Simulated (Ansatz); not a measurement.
Rows from a G0W0 calculation on GaP (zincblende (110) film, 5 layers) (Ansatz 0.2.0; G0W0 on LDA, plane waves, PAW; 6×4×1 mesh, 866 empty bands, screening to 60 eV), in eV. Spin-orbit coupling is left out.

| row | k | band | start | Σx | Σc at the solution | Vxc |
| --- | --- | --- | --- | --- | --- | --- |
| A | (-0.500, 0.000, 0.000) | v1 | -6.162 | -15.263 | 1.655 | -13.265 |
| B | Γ | v1 | -5.559 | -17.056 | 1.248 | -15.575 |
| C | (-0.500, 0.000, 0.000) | c1 | -4.675 | -7.615 | -3.218 | -11.370 |
| D | (-0.500, 0.000, 0.000) | c2 | -4.137 | -6.664 | -3.506 | -10.756 |
| E | Γ | c2 | -3.775 | -8.852 | -3.393 | -13.025 |
| F | Γ | c1 | -3.981 | -7.718 | -3.508 | -11.819 |

Q: Work out each quasiparticle level and how far it moved.

The quasiparticle equation reads E = start + Σx + Σc(E) − Vxc.

| row | E (eV) | shift (eV) |
| --- | --- | --- |
| A | -6.505 | −0.344 |
| B | -5.792 | −0.233 |
| C | -4.139 | +0.537 |
| D | -3.552 | +0.585 |
| E | -2.995 | +0.780 |
| F | -3.388 | +0.593 |

The gap over the computed points goes from 0.88 eV to 1.65 eV.

Limits: not at the basis limit; coarse mesh for a sheet; no spin-orbit coupling.

[Runs of the session that timed out or met a known fault of the program may be left out.]

[Cells called generated may have been cut or substituted from an entry of the Crystallography Open Database or the Materials Project.]

[Hosts, paths, dates, database ids (printed as entryN), source tags and the programs' standing remarks are cut or masked in the printed files.]
